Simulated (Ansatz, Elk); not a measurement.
**Bonding as seen by X-rays: Al2Tl**

Structure refinements treat a crystal as free atoms side by side. For a made-up structure of Al2Tl (cell and positions from a r2SCAN relaxation) the runs below show what the calculated density changes in F(hkl).

Method: DFT, PBE, all-electron APW+lo, Dirac cores, scalar-relativistic bands, static density, no spin, in Elk 11.2.3 (patched build).

The structure was built from a prototype and need not be the compound's stable phase.

## (1) Set-up

The structure is orthorhombic, space group Cmmm (No. 65). Conventional cell: a = 4.015 Å, b = 17.348 Å, c = 4.037 Å, α = 90.00°, β = 90.00°, γ = 90.00°. Nearest to Tl lie 4 Al at 3.05 Å. Nearest to Al lie 8 Al at 2.74 to 2.85 Å. Nearest to Al lie 8 Al at 2.73 to 2.85 Å. Nearest to Al lie 4 Al at 2.73 to 2.74 Å and 4 Tl at 3.05 Å. Farther neighbours are not listed.

## (2) Ground state and structure factors

An all-electron density is needed, since X-rays see the cores too. Task 0 finds the density and task 195 Fourier-transforms it; tshift is off so that phases refer to the origin typed.

File elk.in:

```
tasks
  0
  195

xctype
  20

spinpol
  .false.

rgkmax
  7.0

gmaxvr
  14.0

lmaxo
  7

lmaxapw
  8

swidth
  0.002

tshift
  .false.

ramdisk
  .false.

hmaxvr
  5.5

maxscl
  120

epspot
  1e-06

sppath
  './'

avec
  3.79326345378 -16.39104817444 0.00000000000
  3.79326345378 16.39104817444 0.00000000000
  0.00000000000 0.00000000000 7.62853210553

atoms
  2
  'Tl.in'
  2
  0.3304302244 0.6695697756 0.0000000000   0.000000 0.000000 0.000000
  0.6695697756 0.3304302244 0.0000000000   0.000000 0.000000 0.000000
  'Al.in'
  4
  -0.0000000000 0.0000000000 0.0000000000   0.000000 0.000000 0.000000
  0.5000000000 0.5000000000 0.5000000000   0.000000 0.000000 0.000000
  0.1064457924 0.8935542076 0.5000000000   0.000000 0.000000 0.000000
  0.8935542076 0.1064457924 0.5000000000   0.000000 0.000000 0.000000

ngridk
  6 6 6
```

Command:

```
OMP_NUM_THREADS=4 elk
```

Numbers of over 12 decimals in the logs are rounded to 6 here.

The program printed:

```text
┌─────────────────────────┐
│ Elk code version 11.2.3 │
└─────────────────────────┘

All units are atomic (Hartree, Bohr, etc.)

┌─────────────────────────────────────────────────┐
│ Ground-state run starting from atomic densities │
└─────────────────────────────────────────────────┘

Lattice vectors :
   3.793263454      -16.39104817       0.000000000
   3.793263454       16.39104817       0.000000000
   0.000000000       0.000000000       7.628532106

Reciprocal lattice vectors :
  0.8282031269     -0.1916651467       0.000000000
  0.8282031269      0.1916651467      -0.000000000
  -0.000000000       0.000000000      0.8236427690

Unit cell volume      :    948.6165724
Brillouin zone volume :   0.2614862745

Muffin-tin inner radius fraction :   0.1000000000E-01

Nuclei treated as point charges

Species : 1 (Tl)
 parameters loaded from : Tl.in
 name : thallium
 nuclear charge    :   -81.00000000
 electronic charge :    81.00000000
 atomic mass :    372567.9643
 muffin-tin radius :    2.800000000
 number of radial points in muffin-tin :   1393
 inner part over the whole radius :   0.9893942913E-02
 number on inner part of muffin-tin    :   1000
 approximate nuclear radius :   0.1043008296E-03
 number of mesh points to nuclear radius :    525
 atomic positions (lattice), magnetic fields (Cartesian) :
  1 :   0.33043022 -0.33043022  0.00000000    0.00000000  0.00000000  0.00000000
  2 :  -0.33043022  0.33043022  0.00000000    0.00000000  0.00000000  0.00000000

Species : 2 (Al)
 parameters loaded from : Al.in
 name : aluminium
 nuclear charge    :   -13.00000000
 electronic charge :    13.00000000
 atomic mass :    49184.33496
 muffin-tin radius :    2.200000000
 number of radial points in muffin-tin :    793
 inner part over the whole radius :   0.9821194981E-02
 number on inner part of muffin-tin    :    552
 approximate nuclear radius :   0.5839653600E-04
 number of mesh points to nuclear radius :    244
 atomic positions (lattice), magnetic fields (Cartesian) :
  1 :   0.00000000  0.00000000  0.00000000    0.00000000  0.00000000  0.00000000
  2 :   0.50000000  0.50000000  0.50000000    0.00000000  0.00000000  0.00000000
  3 :   0.10644579 -0.10644579  0.50000000    0.00000000  0.00000000  0.00000000
  4 :  -0.10644579  0.10644579  0.50000000    0.00000000  0.00000000  0.00000000

Total number of atoms per unit cell :    6
Total muffin-tin volume :    362.3135976
 ratio of muffin-tin to unit cell volume :   0.3819389288

Spin treatment :
 spin-unpolarised

Number of Bravais lattice symmetries :    8
Number of crystal symmetries         :    8
Crystal has inversion symmetry
Real symmetric eigensolver will be used

k-point grid :      6     6     6
k-point offset :    0.000000000       0.000000000       0.000000000
k-point set is reduced with full crystal symmetry group
Total number of k-points :       52

Muffin-tin radius times maximum |G+k| :    7.000000000
 using average radius
Maximum |G+k| for APW functions       :    2.916666667
Maximum (1/2)|G+k|²                   :    4.253472222
Maximum |G| for potential and density :    14.00000000
Constant for pseudocharge density :   10
 order of it for each species :   17  17
 order of it for pair densities of each species (exact exchange by exxq0 0: 18) :   13   7
Radial integration step length :    1

G-vector grid sizes :     75    75    35
Number of G-vectors :    43865

Maximum angular momentum used for
 APW functions            :    8
 outer part of muffin-tin :    7
 inner part of muffin-tin :    2

Total nuclear charge    :   -214.0000000
Total core charge       :    140.0000000
Total valence charge    :    74.00000000
Total excess charge     :    0.000000000
Total electronic charge :    214.0000000

Effective Wigner radius, rₛ :    1.019051443

Number of empty states         :     24
Total number of valence states :     62
Total number of core states    :    140

Third-order local-orbitals added for an l without core states : T
Total number of local-orbitals :     74

[...]
Madelung                    :     -52452.289678361
 xc potential                :     -1069.9991428271
 exchange                    :     -826.13859029722
 correlation                 :     -11.981513108098
 electron entropic           :    -0.12741857049558E-02
 total energy                :     -41550.427992960

Density of states at Fermi energy :    97.51186958
 (states/Hartree/unit cell)

Estimated indirect band gap :   0.5328324748E-03
 from k-point 16 to k-point 22
Estimated direct band gap   :   0.3477677071E-02
 at k-point 16

Charges :
 core                        :    140.0000000
 valence                     :    74.00000000
 interstitial                :    10.21658514
 muffin-tins (core leakage)
  species : 1 (Tl)
[...]
species : 2 (Al)
[...]
total in muffin-tins        :    203.7834149
 total calculated charge     :    213.9978509
 total charge                :    214.0000000
 error                       :   0.2149074898E-02

RMS change in Kohn-Sham potential (target) :   0.5182066827     (  0.1000000000E-05)
Absolute change in total energy (target)   :   0.6479234170     (  0.1000000000E-03)

[... loops 3 to 16 left out ...]

┌──────────────────┐
│ Loop number : 17 │
└──────────────────┘

Energies :
 Fermi                       :     0.196025
 sum of occupied eigenvalues :     -25577.922048042
 electron kinetic            :      48003.353357418
 core electron kinetic       :      47293.087341775
 Coulomb                     :     -88713.317745468
 Coulomb potential           :     -72485.291305791
 nuclear-nuclear             :     -2766.1156759831
 electron-nuclear            :     -99449.913453551
 Hartree                     :      13502.711384066
 Madelung                    :     -52470.672092572
 xc potential                :     -1095.9840996693
 exchange                    :     -826.42423818950
 correlation                 :     -11.986795799262
 electron entropic           :    -0.11002908586373E-02
 total energy                :     -41548.376522329

Density of states at Fermi energy :    86.07637657
 (states/Hartree/unit cell)

Estimated indirect band gap :   0.7559894931E-03
 from k-point 4 to k-point 28
Estimated direct band gap   :   0.4983328184E-02
 at k-point 6

Charges :
 core                        :    140.0000000
 valence                     :    74.00000000
 interstitial                :    10.01629567
 muffin-tins (core leakage)
  species : 1 (Tl)
[...]
species : 2 (Al)
[...]
total in muffin-tins        :    203.9837043
 total calculated charge     :    213.9979353
 total charge                :    214.0000000
 error                       :   0.2064712632E-02

RMS change in Kohn-Sham potential (target) :   0.1901763500E-07 (  0.1000000000E-05)
Absolute change in total energy (target)   :   0.4217797687E-04 (  0.1000000000E-03)

Convergence targets achieved

┌──────────────────┐
│ Loop number : 18 │
└──────────────────┘

Energies :
 Fermi                       :     0.196025
 sum of occupied eigenvalues :     -25577.922044924
 electron kinetic            :      48003.353360290
 core electron kinetic       :      47293.087343226
 Coulomb                     :     -88713.317745466
 Coulomb potential           :     -72485.291305111
 nuclear-nuclear             :     -2766.1156759831
 electron-nuclear            :     -99449.913454166
 Hartree                     :      13502.711384684
 Madelung                    :     -52470.672092910
 xc potential                :     -1095.9841001033
 exchange                    :     -826.42423819650
 correlation                 :     -11.986795797464
 electron entropic           :    -0.11002908649613E-02
 total energy                :     -41548.376519460

Density of states at Fermi energy :    86.07637791
 (states/Hartree/unit cell)

Estimated indirect band gap :   0.7559892199E-03
 from k-point 4 to k-point 28
Estimated direct band gap   :   0.4983327096E-02
 at k-point 6

Charges :
 core                        :    140.0000000
 valence                     :    74.00000000
 interstitial                :    10.01629562
 muffin-tins (core leakage)
  species : 1 (Tl)
[...]
species : 2 (Al)
[...]
atom 2                    :    11.20096115     (  0.4685722350E-03)
   atom 3                    :    11.17969283     (  0.4672817245E-03)
   atom 4                    :    11.17969283     (  0.4672817245E-03)
 total in muffin-tins        :    203.9837044
 total calculated charge     :    213.9979353
 total charge                :    214.0000000
 error                       :   0.2064712614E-02

┌──────────────────────────────┐
│ Self-consistent loop stopped │
└──────────────────────────────┘

Warning : core states of species 2 leak from the muffin-tin :   0.4685722350E-03

Wrote STATE.OUT
```

Elapsed: 46 s, on 4 threads of INTEL XEON PLATINUM 8581C at 2.30GHz (Emerald Rapids), shared host; peak memory 0.3 GiB; 2.3 min of CPU time.

SFACRHO.OUT:

```text

h k l indices transformed by vhmat matrix:
   1.000000000       0.000000000       0.000000000    
   0.000000000       1.000000000       0.000000000    
   0.000000000       0.000000000       1.000000000    

      h      k      l  multipl.   |H|            Re(F)            Im(F)           |F|

      0      0      0      1   0.0000000       214.00000      0.27011353E-16   214.00000    
      1     -1      0      2  0.38333029      -53.922724      0.29620574E-13   53.922724    
      2     -2      0      2  0.76666059      -63.487779      0.26329399E-13   63.487779    
      0      0     -1      2  0.82364277       128.39050     -0.16400815E-13   128.39050    
      0     -1      0      4  0.85009173      -55.511208      0.26329399E-13   55.511208    
      1     -1     -1      4  0.90847649      -83.476834      0.13164700E-13   83.476834    
      2     -1      0      4   1.0082362       136.81226     -0.72405847E-13   136.81226    
      2     -2      1      4   1.1252359      -44.818977      0.92152897E-13   44.818977    
      3     -3      0      2   1.1499909       147.89359     -0.15386243E-12   147.89359    
      0      1     -1      8   1.1836568      -64.201382     -0.41139686E-13   64.201382    
      2     -3      0      4   1.2666131      -98.383845      0.51836004E-13   98.383845    
      1     -2     -1      8   1.3018938       164.03493     -0.52658798E-13   164.03493    
     -3      3     -1      4   1.4145199       146.11936      0.86393340E-13   146.11936    
     -3      2     -1      8   1.5108594      -42.346186     -0.85981944E-13   42.346186    
     -4      4      0      2   1.5333212      -54.705214     -0.18348300E-12   54.705214    
      4     -3      0      4   1.5766932      -51.241162      0.41139686E-13   51.241162    
      0      0     -2      2   1.6472855       163.35490      0.29083228E-13   163.35490    
      1      1      0      2   1.6564063       163.03379      0.57328157E-13   163.03379
```

Elk indexes on the primitive cell of elk.in and gives |H| = 4π sin θ/λ in inverse bohr. Below, one row stands for each form hkl of the conventional cell (m members, Friedel mates merged), F is for one primitive cell and the density is static (no thermal factor). Free-atom factors are Waasmaier and Kirfel's, and R is Σm||F|−|F'||/Σm|F|.

```tsv
hkl	m	sin θ/λ (Å⁻¹)	abs F, DFT	neutral atoms	diff.
020	2	0.058	53.923	54.168	-0.245
040	2	0.115	63.488	63.573	-0.085
001	2	0.124	128.391	128.687	-0.296
110	4	0.128	55.511	55.754	-0.242
021	4	0.137	83.477	83.387	+0.089
130	4	0.152	136.812	136.880	-0.068
041	4	0.169	44.819	44.854	-0.035
060	2	0.173	147.894	148.091	-0.197
111	8	0.178	64.201	64.286	-0.084
150	4	0.191	98.384	98.547	-0.164
131	8	0.196	164.035	164.389	-0.354
061	4	0.213	146.119	146.332	-0.213
151	8	0.227	42.346	42.168	+0.179
080	2	0.231	54.705	54.543	+0.163
170	4	0.237	51.241	51.305	-0.064
002	2	0.248	163.355	163.944	-0.589
200	2	0.249	163.034	163.658	-0.624
022	4	0.254	47.988	47.789	+0.198
220	4	0.256	47.895	47.718	+0.176
081	4	0.262	89.083	89.206	-0.123
171	8	0.268	31.946	31.925	+0.022
042	4	0.273	53.092	53.125	-0.033
```

## (3) The highest occupied states alone

An energy window below the Fermi level keeps the highest occupied states, to see at which angles they scatter; shallow core shells can lie inside it and anion s states outside. No new self-consistency is needed.

Edit elk.in of step 2 so:

```diff
@@ -1,3 +1,2 @@
 tasks
-  0
   195
@@ -40,2 +39,5 @@
 
+wsfac
+  -0.171470 0.496030
+
 sppath
```

Command:

```
OMP_NUM_THREADS=4 elk
```

The program printed:

```text
┌─────────────────────────────────┐
│ Elk code version 11.2.3 started │
└─────────────────────────────────┘

Info(readinput): the functional depends on the density's gradient
 muffin-tin radial points multiplied by    2.00000
 (not where nrmtscf is given)

┌────────────────────┐
│ Current task : 195 │
└────────────────────┘

Info(sfacrho): density structure factors written to SFACRHO.OUT

 Energy window :  -0.1714700000      0.4960300000

┌──────────────────┐
│ Elk code stopped │
└──────────────────┘
```

Run time: 9.1 s. Hardware: 4 threads; peak memory 0.18 GiB.

States within 10 eV below the Fermi level hold 17.95 electrons; any levels below the window count with the cores. Their amplitudes can exceed the total, where window and core parts have opposite phase:

```tsv
hkl	sin θ/λ (Å⁻¹)	abs F, window	abs F, all
020	0.058	3.381	53.923
040	0.115	0.660	63.488
001	0.124	0.063	128.391
110	0.128	0.718	55.511
021	0.137	1.498	83.477
130	0.152	0.887	136.812
041	0.169	0.356	44.819
060	0.173	1.032	147.894
111	0.178	0.200	64.201
150	0.191	0.726	98.384
```

## (4) Another functional

The difference from free atoms is small, so it is set against the change that LDA (Perdew-Wang) makes.

Edit elk.in of step 3 so:

```diff
@@ -1,2 +1,3 @@
 tasks
+  0
   195
@@ -4,3 +5,3 @@
 xctype
-  20
+  3
 
@@ -39,5 +40,2 @@
 
-wsfac
-  -0.171470 0.496030
-
 sppath
```

Command:

```
OMP_NUM_THREADS=4 elk
```

The program printed:

```text
┌─────────────────────────┐
│ Elk code version 11.2.3 │
└─────────────────────────┘

All units are atomic (Hartree, Bohr, etc.)

┌─────────────────────────────────────────────────┐
│ Ground-state run starting from atomic densities │
└─────────────────────────────────────────────────┘

Lattice vectors :
   3.793263454      -16.39104817       0.000000000
   3.793263454       16.39104817       0.000000000
   0.000000000       0.000000000       7.628532106

Reciprocal lattice vectors :
  0.8282031269     -0.1916651467       0.000000000
[...]
muffin-tins (core leakage)
  species : 1 (Tl)
[...]
species : 2 (Al)
[...]
atom 3                    :    11.19279375     (  0.4940228171E-03)
   atom 4                    :    11.19279375     (  0.4940228171E-03)
 total in muffin-tins        :    204.0857064
 total calculated charge     :    213.9978315
 total charge                :    214.0000000
 error                       :   0.2168545122E-02

┌──────────────────────────────┐
│ Self-consistent loop stopped │
└──────────────────────────────┘

Warning : core states of species 2 leak from the muffin-tin :   0.4963018174E-03

Wrote STATE.OUT
[key lines of the parts left out:]
total energy                :     -41522.734856165
```

The job ended after 30 s (4 threads; peak memory 0.24 GiB; 91 s of CPU time).

Against the first run R = 0.03 %; the largest change is -0.067 at 202.

## (5) Basis size

The basis and the expansions that go with it are enlarged, to see whether the differences are converged.

Edit elk.in of step 4 so:

```diff
@@ -5,3 +5,3 @@
 xctype
-  3
+  20
 
@@ -11,12 +11,12 @@
 rgkmax
-  7.0
+  8.5
 
 gmaxvr
-  14.0
+  18.0
 
 lmaxo
-  7
+  9
 
 lmaxapw
-  8
+  10
```

Command:

```
OMP_NUM_THREADS=4 elk
```

The program printed:

```text
┌─────────────────────────┐
│ Elk code version 11.2.3 │
└─────────────────────────┘

All units are atomic (Hartree, Bohr, etc.)

┌─────────────────────────────────────────────────┐
│ Ground-state run starting from atomic densities │
└─────────────────────────────────────────────────┘

Lattice vectors :
   3.793263454      -16.39104817       0.000000000
   3.793263454       16.39104817       0.000000000
   0.000000000       0.000000000       7.628532106

Reciprocal lattice vectors :
  0.8282031269     -0.1916651467       0.000000000
[...]
muffin-tins (core leakage)
  species : 1 (Tl)
[...]
species : 2 (Al)
[...]
atom 3                    :    11.18075649     (  0.4672169154E-03)
   atom 4                    :    11.18075649     (  0.4672169154E-03)
 total in muffin-tins        :    203.9925093
 total calculated charge     :    213.9980497
 total charge                :    214.0000000
 error                       :   0.1950295319E-02

┌──────────────────────────────┐
│ Self-consistent loop stopped │
└──────────────────────────────┘

Warning : core states of species 2 leak from the muffin-tin :   0.4684683761E-03

Wrote STATE.OUT
[key lines of the parts left out:]
total energy                :     -41548.384687251
```

Wall time 2.1 min (4 threads); peak memory 0.59 GiB; 6.3 min of CPU time.

Against the first run R = 0.00 %; the largest change is -0.004 at 133.

## (6) Settings against the effect

```tsv
run	R against the first run (%)	R against neutral atoms, low angle (%)	wall time
PBE, rgkmax 7	0.00	0.19	46 s
LDA (Perdew-Wang)	0.03	0.18	30 s
rgkmax 8.5 with larger expansions	0.00	0.19	2.1 min
```

## (7) Outcome

```
R against neutral atoms, sin θ/λ < 0.3 Å⁻¹ : 0.19 %
R against neutral atoms, 0.3 to 0.56 Å⁻¹   : 0.04 %
```

**Reading.** Independent neutral atoms miss the calculated amplitudes by R = 0.19 % below 0.3 Å⁻¹ and 0.04 % from there to 0.56 Å⁻¹; by shells, 0.25 % below 0.15 Å⁻¹ (5 forms), 0.18 % 0.15 to 0.3 (24 forms), 0.05 % 0.3 to 0.45 (52 forms), 0.03 % above 0.45 (68 forms). Bonding, aspherical density and the tables' own atoms all enter these figures, and the runs don't part them. The largest change of an amplitude is -0.62 electrons, at 200. The window's part falls from 18.0 electrons at the origin to at most 0.33 between 0.45 and 0.56 Å⁻¹. Below 0.3 Å⁻¹ the changes that finished (LDA (Perdew-Wang) and rgkmax 8.5 with larger expansions) move F by R = 0.02 % at most, against the 0.19 % that separates it from free atoms. The k-mesh has no finished test. Spin-orbit coupling is left out, which can matter for elements this heavy. Part of the difference isn't bonding: the tables are fits to free atoms and ions calculated by other methods than this functional. Thermal motion, anomalous dispersion and extinction are left out.

[Logs are printed without paths, hosts, clocks, repeated set-up lines and the standing remarks that a program may print on its own settings, such as how far it seeks lower states.]

[Hosts, paths, dates, database ids (printed as entryN), source tags and the programs' standing remarks are cut or masked in the printed files.]
